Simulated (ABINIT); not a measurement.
# TiO2 (Rutile): G0W0 with ABINIT, start to end, part 3 of 3

How does a plane-wave GW calculation on TiO2 (Rutile) run from the first input to the gap?

ABINIT 10.8.3; PBE and many-body steps on it, plane waves. Known limits of the many-body steps: not at the basis limit; coarse k mesh.

So far. Step 3 (Bands along the symmetry lines): The gap is 1.917 eV, as in the run before at this level. Step 4 (Empty states on the mesh, 4×4×4 mesh, 100 bands): On this mesh the gap is 1.917 eV.

## Step 5: Screening, 4×4×4 mesh, 92 bands, screening to 103.4 eV

The RPA dielectric matrix is built and inverted for each q.

This step: RPA screening on PBE, plane waves, norm-conserving pseudopotentials.

Input file run.abi:

```
acell 3*1.0 Angstrom
rprim 
  4.592200000000 0.000000000000 0.000000000000
  0.000000000000 4.592200000000 0.000000000000
  0.000000000000 0.000000000000 2.957400000000
ntypat 2
znucl 22 8
natom 6
typat 1 1 2 2 2 2
xred 
  0.000000000000 0.000000000000 0.000000000000
  0.500000000000 0.500000000000 0.500000000000
  0.304960000000 0.304960000000 0.000000000000
  0.195040000000 0.804960000000 0.500000000000
  0.695040000000 0.695040000000 0.000000000000
  0.804960000000 0.195040000000 0.500000000000
pp_dirpath "pseudos"
pseudos "Ti.upf, O.upf"
ecut 38
ngkpt 4 4 4
nshiftk 1
shiftk 0 0 0
kptopt 1
chksymbreak 0
istwfk *1
occopt 1
irdwfk 1
optdriver 3
nband 92
ecuteps 3.8
inclvkb 2
awtr 1
symchi 1
indata_prefix "in"
outdata_prefix "out"
tmpdata_prefix "tmp"
```

The run is started by

```console
> OMP_NUM_THREADS=1 mpirun -n 4 abinit run.abi > log
```

Numbers of over 12 decimals in the logs are rounded to 6 here.

The log of the run:

```text
.Version 10.8.3 of ABINIT. v10.8.2 released Aug 2026.

 Symmetries : space group P4_2/m n m (#136); Bravais tP (primitive tetrag.)
[... echo of the input left out ...]
== DATASET  1 ==================================================================
-   mpi_nproc: 4, omp_nthreads: 1 (-1 if OMP is not activated)

--- !DatasetInfo
iteration_state: {dtset: 1, }
dimensions: {natom: 6, nkpt: 18, mband: 92, nsppol: 1, nspinor: 1, nspden: 1, mpw: 4748, }
cutoff_energies: {ecut:  38.0, pawecutdg:  -1.0, }
electrons: {nelect:   4.80000000E+01, charge:   0.00000000E+00, occopt:   1.00000000E+00, tsmear:   1.00000000E-02, }

 SCREENING: Calculation of the susceptibility and dielectric matrices

 Based on a program developped by R.W. Godby, V. Olevano, G. Onida, and L. Reining.
 Incorporated in ABINIT by V. Olevano, G.-M. Rignanese, and M. Torrent.
.Using double precision arithmetic ; gwpc =  8

[... cell and pseudopotentials left out ...]
--------------------------------------------------------------------------------

 ==== K-mesh for the wavefunctions ====
 Number of points in the irreducible wedge :    18
[... list of points left out ...]
 Together with 16 symmetry operations and time-reversal symmetry
 yields    64 points in the full Brillouin Zone.

 ==== Q-mesh for the screening function ====
 Number of points in the irreducible wedge :    18
[... list of points left out ...]
 Together with 16 symmetry operations and time-reversal symmetry
 yields    64 points in the full Brillouin Zone.

 setmesh: FFT mesh size selected  =    32x   32x   24
          total number of points  =        24576

 vcoul_init : cutoff-mode = AUXILIARY_FUNCTION
 q-points for optical limit:   1
     1)      0.000010    0.000020    0.000030

- screening: taking advantage of time-reversal symmetry
- Maximum band index for partially occupied states nbvw = 24
- Remaining bands to be divided among processors   nbcw = 68
- Number of bands treated by each node ~17

 Number of electrons calculated from density =   48.0000; Expected =   48.0000
 average of density, n =  0.114049
 r_s =    1.2792
 omega_plasma =   32.5763 [eV]

 calculating chi0 at frequencies [eV] :
  1    0.000000E+00    0.000000E+00
  2    0.000000E+00    3.257632E+01

--------------------------------------------------------------------------------
  q-point number  1        q = ( 0.000000, 0.000000, 0.000000) [r.l.u.]
--------------------------------------------------------------------------------
[... chi0 elements left out ...]
 For q-point:  0.000010 0.000020 0.000030
  dielectric constant =   8.6104
  dielectric constant without local fields =   8.9524

  Average fulfillment of the sum rule on Im[epsilon] for q-point    1 :     50.59  [%]
[... wings left out ...]
  q-point number  2        q = ( 0.250000, 0.000000, 0.000000) [r.l.u.]
--------------------------------------------------------------------------------
[... chi0 elements left out ...]
  Average fulfillment of the sum rule on Im[epsilon] for q-point    2 :     64.65  [%]

 [... 16 further q-points ...]
```

Wall time 2.6 min (4 MPI ranks of Arm Neoverse V1, shared host); peak memory 1.7 GiB; 10 min of CPU time.

Numbers from this step:

```
ε∞ with local fields, on this mesh, along the program's q direction : 8.610
the same without local fields                                       : 8.952
plasma frequency                                                    : 32.58 eV
plane waves in the screening matrix                                 : 145
```

Local fields lower ε∞ by 4 %. On a Γ-centred mesh this coarse the value itself is usually too large, while a short band sum pulls it down.

## Step 6: Self-energy, 4×4×4 mesh, 92 bands, screening to 103.4 eV

The self-energy is evaluated for the states that the input lists, and the levels follow from it, in one-shot runs by the linearised quasiparticle equation.

This step: G0W0 on PBE, plane waves, norm-conserving pseudopotentials.

run.abi: that of step 5 with these lines changed.

```diff
@@ -27,8 +27,15 @@
 irdwfk 1
-optdriver 3
+optdriver 4
 nband 92
+gwcalctyp 0
+ecutsigx 38
+symsigma 1
+nkptgw 1
+kptgw 
+  0.0000000000 0.0000000000 0.0000000000
+bdgw 
+  22 26
 ecuteps 3.8
-inclvkb 2
-awtr 1
-symchi 1
+irdscr 1
+ppmodel 1
 indata_prefix "in"
```

The log of the run:

```text
.Version 10.8.3 of ABINIT. v10.8.2 released Aug 2026.

 Symmetries : space group P4_2/m n m (#136); Bravais tP (primitive tetrag.)
[... echo of the input left out ...]
== DATASET  1 ==================================================================
-   mpi_nproc: 4, omp_nthreads: 1 (-1 if OMP is not activated)

--- !DatasetInfo
iteration_state: {dtset: 1, }
dimensions: {natom: 6, nkpt: 18, mband: 92, nsppol: 1, nspinor: 1, nspden: 1, mpw: 4748, }
cutoff_energies: {ecut:  38.0, pawecutdg:  -1.0, }
electrons: {nelect:   4.80000000E+01, charge:   0.00000000E+00, occopt:   1.00000000E+00, tsmear:   1.00000000E-02, }

 SIGMA: Calculation of the GW corrections

 Based on a program developped by R.W. Godby, V. Olevano, G. Onida, and L. Reining.
 Incorporated in ABINIT by V. Olevano, G.-M. Rignanese, and M. Torrent.
.Using double precision arithmetic ; gwpc =  8

[... cell and pseudopotentials left out ...]
--------------------------------------------------------------------------------

 ==== K-mesh for the wavefunctions ====
 Number of points in the irreducible wedge :    18
[... list of points left out ...]
 Together with 16 symmetry operations and time-reversal symmetry
 yields    64 points in the full Brillouin Zone.

 ==== Q-mesh for screening function ====
 Number of points in the irreducible wedge :    18
[... list of points left out ...]
 Together with 16 symmetry operations and time-reversal symmetry
 yields    64 points in the full Brillouin Zone.

 vcoul_init : cutoff-mode = AUXILIARY_FUNCTION
 q-points for optical limit:   1
     1)      0.000010    0.000020    0.000030
 setmesh: FFT mesh size selected  =    50x   50x   32
          total number of points  =        80000

 Number of electrons calculated from density =   48.0000; Expected =   48.0000
 average of density, n =  0.114049
 r_s =    1.2792
 omega_plasma =   32.5763 [eV]

 === KS Band Gaps ===
  >>>> For spin  1
   Minimum direct gap =   1.9166 [eV], located at k-point      :   0.0000  0.0000  0.0000
   Fundamental gap    =   1.9166 [eV], Top of valence bands at :   0.0000  0.0000  0.0000
                                       Bottom of conduction at :   0.0000  0.0000  0.0000
 SIGMA fundamental parameters:
 PLASMON POLE MODEL  1
 number of plane-waves for SigmaX                 4679
 number of plane-waves for SigmaC and W            145
 number of plane-waves for wavefunctions          4679
 number of bands                                    92
 number of independent spin polarizations            1
 number of spinorial components                      1
 number of k-points in IBZ                          18
 number of q-points in IBZ                          18
 number of symmetry operations                      16
 number of k-points in BZ                           64
 number of q-points in BZ                           64
 number of frequencies for dSigma/dE                 9
 frequency step for dSigma/dE [eV]                0.25
 number of omega for Sigma on real axis              0
 max omega for Sigma on real axis  [eV]           0.00
 zcut for avoiding poles [eV]                     0.10

 EPSILON^-1 parameters (SCR file):
 dimension of the eps^-1 matrix on file            145
 dimension of the eps^-1 matrix used               145
 number of plane-waves for wavefunctions          4679
 number of bands                                    92
 number of q-points in IBZ                          18
 number of frequencies                               2
 number of real frequencies                          1
 number of imag frequencies                          1

 matrix elements of self-energy operator (all in [eV])

 Perturbative Calculation

--- !SelfEnergy_ee
iteration_state: {dtset: 1, }
kpoint     : [   0.000,    0.000,    0.000, ]
spin       : 1
KS_gap     :    1.917
QP_gap     :    3.385
Delta_QP_KS:    1.468
data: !SigmaeeData |
     Band     E0 <VxcDFT>   SigX SigC(E0)      Z dSigC/dE  Sig(E)    E-E0       E
       22   5.208 -20.672 -25.174   4.942   0.773  -0.294 -20.332   0.340   5.548
       23   5.208 -20.672 -25.174   4.942   0.773  -0.294 -20.332   0.340   5.548
       24   5.660 -20.448 -25.098   5.122   0.767  -0.304 -20.086   0.362   6.022
       25   7.576 -20.150 -12.063  -5.747   0.782  -0.278 -18.320   1.830   9.407
       26   7.879 -19.778 -12.069  -5.505   0.783  -0.277 -18.051   1.727   9.606

== END DATASET(S) ==============================================================
================================================================================

 -outvars: echo values of variables after computation  --------
           etotal      0.0000000000E+00
            nband          92
             nkpt          18
          spgroup         136
 [... the other variables as echoed above ...]

 Calculation completed.
```

Elapsed: 5.9 s, on 4 MPI ranks; peak memory 1.1 GiB.

Numbers from this step:

```yaml
g0w0_gap_on_the_points_computed: 3.385 eV
starting_gap_on_the_mesh: 1.917 eV
k_of_the_valence_top: 0, 0, 0
k_of_the_conduction_bottom: 0, 0, 0
z_at_the_valence_top: 0.767
z_at_the_conduction_bottom: 0.782
least_direct_g0w0_gap_on_the_computed_points: 3.385 eV
```

The gap on the mesh goes from 1.92 eV to 3.38 eV, a correction of +1.47 eV.

Limits: finite bands, cutoff and mesh; coarse k mesh. v1 is the top filled band, c1 the lowest empty one. The levels before and after the correction (eV, zero at the valence-band top of each column):

```
           conduction bottom  valence top
Kohn-Sham               1.92         0.00
     G0W0               3.38         0.00
```

```
             level  energy (eV)
Kohn-Sham  Γ v3-v2       -0.452
Kohn-Sham     Γ v1        0.000
Kohn-Sham     Γ c1        1.917
Kohn-Sham     Γ c2        2.219
     G0W0  Γ v3-v2       -0.474
     G0W0     Γ v1        0.000
     G0W0     Γ c1        3.385
     G0W0     Γ c2        3.584
```

## Step 7: Where the time went

Times are wall times on 4 MPI ranks of Arm Neoverse V1, shared host, good to a factor of about two.

```
                          step     time  share  memory (GiB)
                  ground state     66 s   18 %          0.35
bands along the symmetry lines     86 s   23 %          0.42
      empty states on the mesh     61 s   16 %           0.4
                     screening  2.6 min   41 %           1.7
                   self-energy    5.9 s    2 %           1.1
```

## Step 8: What came out

- PBE gap: 1.92 eV, direct
- G0W0 gap on the mesh: 3.38 eV
- GW settings: 4×4×4 mesh, 92 bands, screening to 103.4 eV, Godby-Needs plasmon pole
- known limits: not at the basis limit; coarse k mesh

In words: G0W0 moves the gap on the mesh from 1.92 eV to 3.38 eV (+1.47 eV), with Z of 0.77 and 0.78 at the edges. Local fields lower the RPA ε∞ on this mesh from 8.95 to 8.61; a Γ-centred mesh this coarse tends to raise both, most where the direct gap is narrow, while a short band sum lowers them. Only 1 of the mesh's irreducible points was corrected, so a valley elsewhere could overtake. The dearest step here is «screening». Against experiment, by G0W0@PBE: the gap of 3.38 eV lies +0.10 eV from the measured 3.28 eV (optical, 2023); the gap of 3.38 eV lies +0.35 eV from the measured 3.03 eV (kind not stated, quoted 2016); the gap of 3.38 eV lies +0.29 eV from the measured 3.09 ± 0.06 eV (indirect, on SiO2 (quartz particles), 2024); the gap of 3.38 eV lies +0.33 eV from the measured 3.05 eV (kind not stated, quoted 2021). An exciton line or allowed optical edge lies below the quasiparticle gap by the binding energy; a forbidden edge can push the onset above it. The calculation has static nuclei and no excitons; a measured gap holds zero-point and thermal motion, which mostly lowers it. Bands and cutoff are finite, so the gap is not at the basis limit. The miss can reach some tenths of an eV and take either sign; the mesh is an error of its own. In the G0W0 run levels were corrected at 1 k point alone, so a gap called «on the mesh» is the least over those, and an edge elsewhere would be missed. The 4×4×4 mesh is coarse for this cell, which bears on the long-range parts of exchange and screening.

[Paths, hosts, dates, memory and timing lines, banners, echoed tables and standing remarks are left out of the program output.]

[Logs are printed without paths, hosts, clocks, repeated set-up lines and the standing remarks that a program may print on its own settings, such as how far it seeks lower states.]

[Runs of the session that timed out or met a known fault of the program may be left out.]

[Hosts, paths, dates, database ids (printed as entryN), source tags and the programs' standing remarks are cut or masked in the printed files.]

[G0W0 gaps are taken among the corrected bands and points alone; a level outside them can change the order at an edge.]

[Where Ansatz stands beside ABINIT at settings called matched, ABINIT's density can come from a denser mesh and the files from another edition; pairs whose starting gaps differed by over 0.03 eV were left out, so agreement reads better than it is.]
